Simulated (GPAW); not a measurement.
**BaTiO3 (Pm-3m): G0W0 with GPAW, start to end**

Wanted: ground state, empty states, screening and self-energy for BaTiO3 (Pm-3m).

Program: GPAW 26.7.0. Level of theory: PBE and many-body steps on it, plane waves. Results are calculated unless marked as measured.

**What was measured.**

- Gap 3.2 eV: optical gap from first-derivative diffuse reflectance spectrum; UV-vis diffuse reflectance; powder (“Influence of Rapid Heat Treatment on the Photocatalytic Activity and Stability of Barium Titanates Against a Broad Range of Pollutants”, 2024, pmc:11596716).

- Gap 3.28 eV: optical gap from first-derivative diffuse reflectance spectrum; UV-vis diffuse reflectance; powder (commercial cubic reference powder, crystallite size 31.8 nm) (“Influence of Rapid Heat Treatment on the Photocatalytic Activity and Stability of Barium Titanates Against a Broad Range of Pollutants”, 2024, pmc:11596716).

## 1. The structure

It takes space group Pm-3m (No. 221, cubic). Conventional cell: a = 4.006 Å, b = 4.006 Å, c = 4.006 Å, α = 90.00°, β = 90.00°, γ = 90.00°. Nearest to Ba lie 12 O at 2.83 Å. Nearest to Ti lie 6 O at 2.00 Å. Nearest to O lie 2 Ti at 2.00 Å and 4 Ba at 2.83 Å. Farther neighbours and most contacts between anions are not listed.

The cell and positions come from the Crystallography Open Database and are kept as given unless a step says otherwise. Spin-orbit coupling is left out unless a step names it.

## 2. Ground state

This step: GPAW 26.7.0; DFT, PBE, plane waves, PAW.

The ground-state density comes first.

run.py

```python
import json
import numpy as np
from gpaw.mpi import world
from ase import Atoms
from gpaw import GPAW, PW, FermiDirac

atoms = Atoms(['Ba', 'Ti', 'O', 'O', 'O'],
    cell=[[4.0060000000, 0.0000000000, 0.0000000000],
      [0.0000000000, 4.0060000000, 0.0000000000],
      [0.0000000000, 0.0000000000, 4.0060000000]],
    scaled_positions=[[0.5000000000, 0.5000000000, 0.5000000000],
      [0.0000000000, 0.0000000000, 0.0000000000],
      [0.5000000000, 0.0000000000, 0.0000000000],
      [0.0000000000, 0.5000000000, 0.0000000000],
      [0.0000000000, 0.0000000000, 0.5000000000]],
    pbc=(True, True, True))
calc = GPAW(mode=PW(600),
    xc='PBE',
    kpts={'size': (6, 6, 6), 'gamma': True},
    occupations=FermiDirac(0.001),
    nbands=-8,
    convergence={'density': 1e-6, 'bands': -3},
    maxiter=100,
    txt='gs.txt')
atoms.calc = calc
res = {'energy': atoms.get_potential_energy()}
kpts = calc.get_ibz_k_points()
res['kpts'] = kpts
res['eigenvalues'] = [calc.get_eigenvalues(kpt=k) for k in range(len(kpts))]
res['n_electrons'] = calc.get_number_of_electrons()
calc.write('gs.gpw')

if world.rank == 0:
    with open('result.json', 'w') as f:
        json.dump(res, f, default=lambda x: x.tolist())
```

Started as:

```console
mpirun -n 4 gpaw python run.py
```

Numbers of over 12 decimals in the logs are rounded to 6 here.

What it wrote:

```text
__  _  _
 | _ |_)|_||  |
 |__||  | ||/\| - 26.7.0

Input parameters:
  mode=PW(ecut=600.0),
  convergence={'density': 1e-06, 'bands': -3},
  kpts=MonkhorstPack(size=(6, 6, 6), gamma=True),
  maxiter=100,
  nbands=-8,
  occupations=Occupations(name='fermi-dirac', width=0.001, fixmagmom=False),
  xc=XC(name='PBE')
  [... matrices ...]
Diagonalizing LCAO Hamiltonian
Converting LCAO to pw mode
   .---------.
  /|         |
 * |         |
 | |   Ba    |
 O |         |
 | .---------.
 |/         /
 Ti---O----*

Atoms  # Å, Bohr magnetons
|   | symbol |        x |        y |        z |    initial magnetic moments |
| 0 |     Ba | 2.003000 | 2.003000 | 2.003000 | ( 0.0000,  0.0000,  0.0000) |
| 1 |     Ti | 0.000000 | 0.000000 | 0.000000 | ( 0.0000,  0.0000,  0.0000) |
| 2 |      O | 2.003000 | 0.000000 | 0.000000 | ( 0.0000,  0.0000,  0.0000) |
| 3 |      O | 0.000000 | 2.003000 | 0.000000 | ( 0.0000,  0.0000,  0.0000) |
| 4 |      O | 0.000000 | 0.000000 | 2.003000 | ( 0.0000,  0.0000,  0.0000) |

Unit cell  # Å
| periodic |        x |        y |        z |  lengths |    angles |
|      yes | 4.006000 | 0.000000 | 0.000000 | 4.006000 | 90.000000 |
|      yes | 0.000000 | 4.006000 | 0.000000 | 4.006000 | 90.000000 |
|      yes | 0.000000 | 0.000000 | 4.006000 | 4.006000 | 90.000000 |

Number of symmetries: 48
Symmetry operations  # r_c * U_cc + t_c -> r_c
|    | kind |            matrix            |
|  0 |  E   |  1, 0, 0,  0, 1, 0,  0, 0, 1 |
|  1 |  σ   |  1, 0, 0,  0, 1, 0,  0, 0,-1 |
|  2 |  σ   |  1, 0, 0,  0, 0, 1,  0, 1, 0 |
|  3 |  C4  |  1, 0, 0,  0, 0, 1,  0,-1, 0 |
|  4 |  C4  |  1, 0, 0,  0, 0,-1,  0, 1, 0 |
|  5 |  σ   |  1, 0, 0,  0, 0,-1,  0,-1, 0 |
|  6 |  σ   |  1, 0, 0,  0,-1, 0,  0, 0, 1 |
|  7 |  C2  |  1, 0, 0,  0,-1, 0,  0, 0,-1 |
|  8 |  σ   |  0, 1, 0,  1, 0, 0,  0, 0, 1 |
|  9 |  C2  |  0, 1, 0,  1, 0, 0,  0, 0,-1 |
| 10 |  C3  |  0, 1, 0,  0, 0, 1,  1, 0, 0 |
| 11 |  S6  |  0, 1, 0,  0, 0, 1, -1, 0, 0 |
| 12 |  S6  |  0, 1, 0,  0, 0,-1,  1, 0, 0 |
| 13 |  C3  |  0, 1, 0,  0, 0,-1, -1, 0, 0 |
| 14 |  C4  |  0, 1, 0, -1, 0, 0,  0, 0, 1 |
| 15 |  S4  |  0, 1, 0, -1, 0, 0,  0, 0,-1 |
| 16 |  C3  |  0, 0, 1,  1, 0, 0,  0, 1, 0 |
| 17 |  S6  |  0, 0, 1,  1, 0, 0,  0,-1, 0 |
| 18 |  σ   |  0, 0, 1,  0, 1, 0,  1, 0, 0 |
| 19 |  C4  |  0, 0, 1,  0, 1, 0, -1, 0, 0 |
| 20 |  C2  |  0, 0, 1,  0,-1, 0,  1, 0, 0 |
| 21 |  S4  |  0, 0, 1,  0,-1, 0, -1, 0, 0 |
| 22 |  S6  |  0, 0, 1, -1, 0, 0,  0, 1, 0 |
| 23 |  C3  |  0, 0, 1, -1, 0, 0,  0,-1, 0 |
| 24 |  S6  |  0, 0,-1,  1, 0, 0,  0, 1, 0 |
| 25 |  C3  |  0, 0,-1,  1, 0, 0,  0,-1, 0 |
| 26 |  C4  |  0, 0,-1,  0, 1, 0,  1, 0, 0 |
| 27 |  σ   |  0, 0,-1,  0, 1, 0, -1, 0, 0 |
| 28 |  S4  |  0, 0,-1,  0,-1, 0,  1, 0, 0 |
| 29 |  C2  |  0, 0,-1,  0,-1, 0, -1, 0, 0 |
| 30 |  C3  |  0, 0,-1, -1, 0, 0,  0, 1, 0 |
| 31 |  S6  |  0, 0,-1, -1, 0, 0,  0,-1, 0 |
| 32 |  C4  |  0,-1, 0,  1, 0, 0,  0, 0, 1 |
| 33 |  S4  |  0,-1, 0,  1, 0, 0,  0, 0,-1 |
| 34 |  S6  |  0,-1, 0,  0, 0, 1,  1, 0, 0 |
| 35 |  C3  |  0,-1, 0,  0, 0, 1, -1, 0, 0 |
| 36 |  C3  |  0,-1, 0,  0, 0,-1,  1, 0, 0 |
| 37 |  S6  |  0,-1, 0,  0, 0,-1, -1, 0, 0 |
| 38 |  σ   |  0,-1, 0, -1, 0, 0,  0, 0, 1 |
| 39 |  C2  |  0,-1, 0, -1, 0, 0,  0, 0,-1 |
| 40 |  σ   | -1, 0, 0,  0, 1, 0,  0, 0, 1 |
| 41 |  C2  | -1, 0, 0,  0, 1, 0,  0, 0,-1 |
| 42 |  C2  | -1, 0, 0,  0, 0, 1,  0, 1, 0 |
| 43 |  S4  | -1, 0, 0,  0, 0, 1,  0,-1, 0 |
| 44 |  S4  | -1, 0, 0,  0, 0,-1,  0, 1, 0 |
| 45 |  C2  | -1, 0, 0,  0, 0,-1,  0,-1, 0 |
| 46 |  C2  | -1, 0, 0,  0,-1, 0,  0, 0, 1 |
| 47 |  i   | -1, 0, 0,  0,-1, 0,  0, 0,-1 |

BZ-sampling:
  Number of BZ points: 216
  Number of IBZ points: 20

  Monkhorst-Pack size: [6, 6, 6]
  Monkhorst-Pack shift: [0.083333, 0.083333, 0.083333]

K-points  # in reciprocal-cell coordinates
|     |                                coordinates |     weight |
|   0 | (  0.00000000,   0.00000000,   0.00000000) | 0.00462963 |
|   1 | (  0.16666667,   0.00000000,   0.00000000) | 0.02777778 |
|   2 | (  0.16666667,   0.16666667,   0.00000000) | 0.05555556 |
|   3 | (  0.16666667,   0.16666667,   0.16666667) | 0.03703704 |
|   4 | (  0.33333333,   0.00000000,   0.00000000) | 0.02777778 |
|   5 | (  0.33333333,   0.16666667,   0.00000000) | 0.11111111 |
|   6 | (  0.33333333,   0.16666667,   0.16666667) | 0.11111111 |
|   7 | (  0.33333333,   0.33333333,   0.00000000) | 0.05555556 |
|   8 | (  0.33333333,   0.33333333,   0.16666667) | 0.11111111 |
|   9 | (  0.33333333,   0.33333333,   0.33333333) | 0.03703704 |
| ... |                                            |            |
|  19 | (  0.50000000,   0.50000000,   0.50000000) | 0.00462963 |

Plane wave coefficients: 2176
Cutoff: 600.0 eV

Spin-components: 1 (collinear spins)
Bands:           28
Projectors:      27
Spin-degeneracy: 2
Datatype:        complex128

  Storage: CPU
  Wave functions: 18_896_640 bytes (4_724_160 per core)
  Projectors: 20_921_280 bytes (5_230_320 per core)
  [... matrices ...]
Parallelization:
  kpt:    4
  domain: 1
  band:   1

Density:
  Valence electrons: 40.0
  Components: 1
  Grid points: [24 24 24]
  Charge: 0.0  # |e|

Potential:
  Grid points: [24 24 24]

species:
  Ba:
    name:    Barium
    Z:       56.0
    valence: 10
    core:    46
    charge:  0.0  # [|e|]
    compensation charges:
      type: gauss
      rc: 0.37  # [Å]
      lmax: 2
    cutoffs:
      filter: 2.06  # [Å]
      core: 2.33  # [Å]
    projectors
    | kind |    occ | energy [eV] | rcut [Å] |
    |   5s |  2.000 |     -33.644 |    1.164 |
    |   6s |  2.000 |      -3.229 |    1.164 |
    |   5p |  6.000 |     -18.744 |    1.164 |
    |    p |        |       0.000 |    1.164 |
    |    d |        |       0.000 |    1.164 |
    |    d |        |      27.211 |    1.164 |

    Using partial waves for Ba as LCAO basis

  Ti:
    name:    Titanium
    Z:       22.0
    valence: 12
    core:    10
    charge:  0.0  # [|e|]
    compensation charges:
      type: gauss
      rc: 0.38  # [Å]
      lmax: 2
    cutoffs:
      filter: 2.23  # [Å]
      core: 1.02  # [Å]
    projectors
    | kind |    occ | energy [eV] | rcut [Å] |
    |   3s |  2.000 |     -62.623 |    1.270 |
    |   4s |  2.000 |      -4.466 |    1.270 |
    |   3p |  6.000 |     -38.862 |    1.058 |
    |   4p |  0.000 |      -1.466 |    1.058 |
    |   3d |  2.000 |      -4.258 |    1.058 |
    |    d |        |      22.953 |    1.058 |

    Using partial waves for Ti as LCAO basis

  O:
    name:    Oxygen
    Z:       8.0
    valence: 6
    core:    2
    charge:  0.0  # [|e|]
    compensation charges:
      type: gauss
      rc: 0.21  # [Å]
      lmax: 2
    cutoffs:
      filter: 1.17  # [Å]
      core: 0.83  # [Å]
    projectors
    | kind |    occ | energy [eV] | rcut [Å] |
    |   2s |  2.000 |     -23.961 |    0.688 |
    |   2p |  4.000 |      -9.029 |    0.598 |
    |    s |        |       3.251 |    0.688 |
    |    p |        |      18.182 |    0.598 |
    |    d |        |       0.000 |    0.619 |

    Using partial waves for O as LCAO basis

Reference energy: -250624.413696  # eV

eigensolver:
  PPCG
  Converge bands: -3
  niter=2

density mixing:
  MSR1-Mixer
  Pratt-step length: 0.05
  Maximum mixing coefficient: 0.75
  Old densities: 10
  SVD Regularization: 0.005
  Good broyden scale: 1.0
  Trust region scale: 1.0
  Backstep threshold: 4.0
  History deletion threshold: 6.0
  Fourier metric: weight=20.0, sigma=0.015

occupation numbers:
  Fermi-Dirac:
    width: 0.0010  # eV

poisson solver:
  ecut: 4800.0  # eV

xc functional:
  name: PBE with 2 nearest neighbor stencil

Initialization done in: 2.013 s

convergence criteria:
- Maximum integral of absolute [dens]ity change: 1e-06 electrons / valence electron
- Maximum [total energy] change in last 3 cyles: 0.0005 eV / valence electron
- Maximum integral of absolute [eigenst]ate change: 4e-08 eV^2 / valence electron
maximum number of iterations: 100

SCF iterations
|iter     |     time |      energy | eigst |  dens |
|iter:   1|  |  -44.670430 | +0.56 |       |
|iter:   2|  |  -42.863724 | -0.50 | -0.87 |
|iter:   3|  |  -39.536603 | +0.09 | -0.94 |
|iter:   4|  |  -39.269394 | -0.94 | -1.42 |
|iter:   5|  |  -39.220735 | -1.69 | -1.62 |
|iter:   6|  |  -39.228422 | -2.97 | -1.97 |
|iter:   7|  |  -39.228011c| -3.69 | -2.74 |
|iter:   8|  |  -39.228054c| -4.64 | -3.31 |
|iter:   9|  |  -39.228055c| -4.91 | -3.83 |
|iter:  10|  |  -39.228055c| -4.86 | -4.55 |
|iter:  11|  |  -39.228055c| -7.32 | -5.14 |
|iter:  12|  |  -39.228055c| -8.05c| -5.89 |
|iter:  13|  |  -39.228055c| -8.95c| -6.30c|

Converged in 13 steps
SCF loop duration: 3.371 s (0.259 s/step)
Energy contributions relative to reference atoms: (reference = -250624.413696)
  [... matrices ...]
Energy contributions:
  Kinetic:          42.130798
  Coulomb:         -44.420667
  Zero:              0.581296
  External:          0.000000
  Xc:              -37.519482
  Entropy:          -0.000000
  Spinorbit:         0.000000
  ----------------------------
  Free energy:     -39.228055
  Extrapolated:    -39.228055

dipole moment: (-35.415731, -35.415731, -35.415731)  # |e|*Ang

Fermi level: 8.474
Eigenvalues  # (at kpt = [0.000, 0.000, 0.000])
| band index |      eig [eV] | occ [0-2] |
|          0 |       -48.947 |     2.000 |
|        ... |               |           |
|         12 |         5.353 |     2.000 |
|         13 |         5.353 |     2.000 |
|         14 |         6.550 |     2.000 |
|         15 |         6.550 |     2.000 |
|         16 |         6.550 |     2.000 |
|         17 |         7.503 |     2.000 |
|         18 |         7.503 |     2.000 |
|         19 |         7.503 |     2.000 |
|         20 |         9.422 |     0.000 |
|         21 |         9.422 |     0.000 |
|         22 |         9.422 |     0.000 |
|         23 |        11.569 |     0.000 |
|         24 |        11.569 |     0.000 |
|         25 |        12.726 |     0.000 |
|         26 |        12.726 |     0.000 |
|         27 |        15.033 |     0.000 |

Gap: 1.781 eV
Transition (v -> c):
  (s=0, k=19, n=19, [0.50, 0.50, 0.50]) -> (s=0, k=0, n=20, [0.00, 0.00, 0.00])
Direct/indirect transitions are different
Direct gap: 1.918 eV
Transition at: (s=0, k=0, n=19, [0.00, 0.00, 0.00])
# Writing to gs.gpw (mode='')
  [... matrices ...]
```

Wall time 6.9 s (4 MPI ranks of AMD EPYC 9R45, shared host); peak memory 0.77 GiB; 27 s of CPU time.

Numbers from this step:

- total energy: -39.23 eV
- gap: 1.781 eV
- k of the valence top: 0.5, 0.5, 0.5
- k of the conduction bottom: 0, 0, 0
- least direct gap: 1.918 eV

The gap is indirect, with the least direct gap 0.14 eV higher.

## 3. Bands along the symmetry lines

The cheap functional maps the bands first; the places of the edges decide which points the dearer methods must see.

run.py

```python
import json
import numpy as np
from gpaw.mpi import world
from gpaw import GPAW

path = [[0.000000, 0.000000, 0.000000],
    [0.000000, 0.062500, 0.000000],
    [0.000000, 0.125000, 0.000000],
    [0.000000, 0.187500, 0.000000],
    [0.000000, 0.250000, 0.000000],
    [0.000000, 0.312500, 0.000000],
    [0.000000, 0.375000, 0.000000],
    [0.000000, 0.437500, 0.000000],
    [0.000000, 0.500000, 0.000000],
    [0.062500, 0.500000, 0.000000],
    [0.125000, 0.500000, 0.000000],
    [0.187500, 0.500000, 0.000000],
    [0.250000, 0.500000, 0.000000],
    [0.312500, 0.500000, 0.000000],
    [0.375000, 0.500000, 0.000000],
    [0.437500, 0.500000, 0.000000],
    [0.500000, 0.500000, 0.000000],
    [0.437500, 0.437500, 0.000000],
    [0.375000, 0.375000, 0.000000],
    [0.312500, 0.312500, 0.000000],
    [0.250000, 0.250000, 0.000000],
    [0.187500, 0.187500, 0.000000],
    [0.125000, 0.125000, 0.000000],
    [0.062500, 0.062500, 0.000000],
    [0.000000, 0.000000, 0.000000],
    [0.062500, 0.062500, 0.062500],
    [0.125000, 0.125000, 0.125000],
    [0.187500, 0.187500, 0.187500],
    [0.250000, 0.250000, 0.250000],
    [0.312500, 0.312500, 0.312500],
    [0.375000, 0.375000, 0.375000],
    [0.437500, 0.437500, 0.437500],
    [0.500000, 0.500000, 0.500000],
    [0.437500, 0.500000, 0.437500],
    [0.375000, 0.500000, 0.375000],
    [0.312500, 0.500000, 0.312500],
    [0.250000, 0.500000, 0.250000],
    [0.187500, 0.500000, 0.187500],
    [0.125000, 0.500000, 0.125000],
    [0.062500, 0.500000, 0.062500],
    [0.000000, 0.500000, 0.000000],
    [0.500000, 0.500000, 0.500000],
    [0.500000, 0.500000, 0.437500],
    [0.500000, 0.500000, 0.375000],
    [0.500000, 0.500000, 0.312500],
    [0.500000, 0.500000, 0.250000],
    [0.500000, 0.500000, 0.187500],
    [0.500000, 0.500000, 0.125000],
    [0.500000, 0.500000, 0.062500],
    [0.500000, 0.500000, 0.000000]]
calc = GPAW('gs.gpw').fixed_density(kpts=path,
    symmetry='off',
    nbands=30,
    convergence={'bands': 26},
    txt='bands.txt')
res = {}
kpts = calc.get_ibz_k_points()
res['kpts'] = kpts
res['eigenvalues'] = [calc.get_eigenvalues(kpt=k) for k in range(len(kpts))]
res['n_electrons'] = calc.get_number_of_electrons()

if world.rank == 0:
    with open('result.json', 'w') as f:
        json.dump(res, f, default=lambda x: x.tolist())
```

Started as:

```console
mpirun -n 4 gpaw python run.py
```

What it wrote:

```text
Diagonalizing LCAO Hamiltonian
Converting LCAO to pw mode
convergence criteria:
- Maximum integral of absolute [eigenst]ate change: 4e-08 eV^2 / valence electron
maximum number of iterations: 100

SCF iterations
|iter     |     time |      energy | eigst |  dens |
|iter:   1|  |             | +0.76 |       |
|iter:   2|  |             | -0.77 |       |
|iter:   3|  |             | -0.95 |       |
[...]
|iter:   7|  |             | -6.57 |       |
|iter:   8|  |             | -7.24 |       |
|iter:   9|  |             | -8.06c|       |
SCF steps: 9
  __  _  _
 | _ |_)|_||  |
 |__||  | ||/\| - 26.7.0

Input parameters:
  mode=PW(ecut=600.0),
  convergence={'bands': 26},
  gpts=array([24, 24, 24]),
  kpts=KPoints(kpts=array([[0.    , 0.    , 0.    ],
         [0.    , 0.0625, 0.    ],
         [0.    , 0.125 , 0.    ],
         [0.    , 0.1875, 0.    ],
         [0.    , 0.25  , 0.    ],
         [0.    , 0.3125, 0.    ],
         [0.    , 0.375 , 0.    ],
         [0.    , 0.4375, 0.    ],
[...]
[0.0625, 0.5   , 0.    ],
[...]
[0.1875, 0.5   , 0.    ],
[...]
[0.3125, 0.5   , 0.    ],
[...]
[0.4375, 0.5   , 0.    ],
[...]
[0.4375, 0.4375, 0.    ],
[...]
[0.3125, 0.3125, 0.    ],
[...]
[0.1875, 0.1875, 0.    ],
[...]
[0.0625, 0.0625, 0.    ],
[...]
[0.0625, 0.0625, 0.0625],
[...]
[0.1875, 0.1875, 0.1875],
[...]
[0.3125, 0.3125, 0.3125],
[...]
[0.4375, 0.4375, 0.4375],
[...]
[0.4375, 0.5   , 0.4375],
[...]
[0.3125, 0.5   , 0.3125],
[...]
[0.1875, 0.5   , 0.1875],
[...]
[0.0625, 0.5   , 0.0625],
[...]
[0.5   , 0.5   , 0.4375],
[...]
[0.5   , 0.5   , 0.3125],
         [0.5   , 0.5   , 0.25  ],
         [0.5   , 0.5   , 0.1875],
         [0.5   , 0.5   , 0.125 ],
         [0.5   , 0.5   , 0.0625],
         [0.5   , 0.5   , 0.    ]])),
  maxiter=100,
  nbands=30,
  occupations=Occupations(name='fermi-dirac', width=0.001, fixmagmom=False),
  parallel={},
  symmetry=Symmetry(point_group=False, time_reversal=False),
  xc=XC(name='PBE')
```

The job ended after 8.4 s (4 MPI ranks; peak memory 0.87 GiB; 32 s of CPU time).

Numbers from this step:

```
gap                        : 1.781 eV
k of the valence top       : 0.5, 0.5, 0.5
k of the conduction bottom : 0, 0, 0
least direct gap           : 1.918 eV
```

The gap is 1.781 eV, as in the run before at this level.

The electronic bands at the labelled points (eV, zero at the top of the highest filled band):

| point | band 17 | band 18 | band 19 | band 20 | band 21 | band 22 | band 23 | band 24 |
| --- | --- | --- | --- | --- | --- | --- | --- | --- |
| Γ | -1.09 | -0.14 | -0.14 | -0.14 | 1.78 | 1.78 | 1.78 | 3.93 |
| halfway | -1.53 | -1.23 | -0.46 | -0.46 | 1.86 | 2.74 | 2.74 | 3.93 |
| X | -1.81 | -1.81 | -0.70 | -0.70 | 1.93 | 3.51 | 3.51 | 3.93 |
| halfway | -1.37 | -1.28 | -1.11 | -0.50 | 2.79 | 3.52 | 3.64 | 4.60 |
| M | -1.71 | -0.86 | -0.86 | -0.08 | 3.52 | 3.52 | 3.94 | 4.78 |
| halfway | -1.49 | -1.00 | -0.94 | -0.48 | 2.70 | 2.83 | 3.08 | 4.49 |
| Γ | -1.09 | -0.14 | -0.14 | -0.14 | 1.78 | 1.78 | 1.78 | 3.93 |
| halfway | -2.33 | -0.71 | -0.71 | -0.58 | 3.18 | 3.19 | 3.19 | 5.91 |
| R | -2.39 | 0.00 | 0.00 | 0.00 | 4.18 | 4.18 | 4.18 | 6.75 |
| halfway | -2.15 | -0.90 | -0.60 | -0.49 | 3.29 | 3.72 | 3.74 | 5.87 |
| X | -1.81 | -1.81 | -0.70 | -0.70 | 1.93 | 3.51 | 3.51 | 3.93 |
| jump to R | -2.39 | 0.00 | 0.00 | 0.00 | 4.18 | 4.18 | 4.18 | 6.75 |
| halfway | -2.46 | -0.52 | -0.52 | -0.04 | 3.83 | 3.83 | 4.06 | 6.20 |
| M | -1.71 | -0.86 | -0.86 | -0.08 | 3.52 | 3.52 | 3.94 | 4.78 |

## 4. Empty states on the mesh, 4×4×4 mesh, 965 bands

The sums over transitions need many empty states on a uniform mesh; this step solves for them.

run.py

```python
import json
import numpy as np
from gpaw.mpi import world
from gpaw import GPAW

calc = GPAW('gs.gpw').fixed_density(kpts={'size': (4, 4, 4), 'gamma': True},
    parallel={'domain': 1, 'band': 1},
    txt='nscf.txt')
calc.diagonalize_full_hamiltonian(nbands=965)
calc.write('full.gpw', mode='all')
res = {}
kpts = calc.get_ibz_k_points()
res['kpts'] = kpts
res['eigenvalues'] = [calc.get_eigenvalues(kpt=k) for k in range(len(kpts))]
res['n_electrons'] = calc.get_number_of_electrons()

if world.rank == 0:
    with open('result.json', 'w') as f:
        json.dump(res, f, default=lambda x: x.tolist())
```

Started as:

```console
mpirun -n 4 gpaw python run.py
```

What it wrote:

```text
Diagonalizing LCAO Hamiltonian
Converting LCAO to pw mode
convergence criteria:
- Maximum integral of absolute [eigenst]ate change: 4e-08 eV^2 / valence electron
maximum number of iterations: 100

SCF iterations
|iter     |     time |      energy | eigst |  dens |
|iter:   1|  |             | +0.49 |       |
|iter:   2|  |             | -1.35 |       |
|iter:   3|  |             | -2.38 |       |
[...]
|iter:   7|  |             | -6.23 |       |
|iter:   8|  |             | -6.93 |       |
|iter:   9|  |             | -7.56c|       |
SCF steps: 9
  __  _  _
 | _ |_)|_||  |
 |__||  | ||/\| - 26.7.0

Input parameters:
  mode=PW(ecut=600.0),
  convergence={'density': 1e-06, 'bands': -3},
  gpts=array([24, 24, 24]),
  kpts=MonkhorstPack(size=(4, 4, 4), gamma=True),
  maxiter=100,
  nbands=28,
  occupations=Occupations(name='fermi-dirac', width=0.001, fixmagmom=False),
  parallel={'domain': 1, 'band': 1},
  xc=XC(name='PBE')
Matrix size: 2120x2120
# Writing to full.gpw (mode='all')
  [... matrices ...]

timing:  # [seconds]
  Total: 16.239  # ━━━━━━━━━━━━━━━━━━━━━━━━━━━━━━━━━━━━━━━━━━━━━━━━━━━━━━━━━━
```

It took 21 s on 4 MPI ranks; peak memory 2.4 GiB.

This step gave:

```
gap                                                           : 1.781 eV
k of the valence top                                          : 0.5, 0.5, 0.5
k of the conduction bottom                                    : 0, 0, 0
least direct gap                                              : 1.918 eV
k points computed                                             : 10
lowest point of the top converged band, above the valence top : 330.1714 eV
```

On this mesh the gap is 1.781 eV.

[end of part 1 of 2]

[Paths, hosts, dates, memory and timing lines, banners, echoed tables and standing remarks are left out of the program output.]

[Logs are printed without paths, hosts, clocks, repeated set-up lines and the standing remarks that a program may print on its own settings, such as how far it seeks lower states.]

[Runs of the session that timed out or met a known fault of the program may be left out.]

[Hosts, paths, dates, database ids (printed as entryN), source tags and the programs' standing remarks are cut or masked in the printed files.]
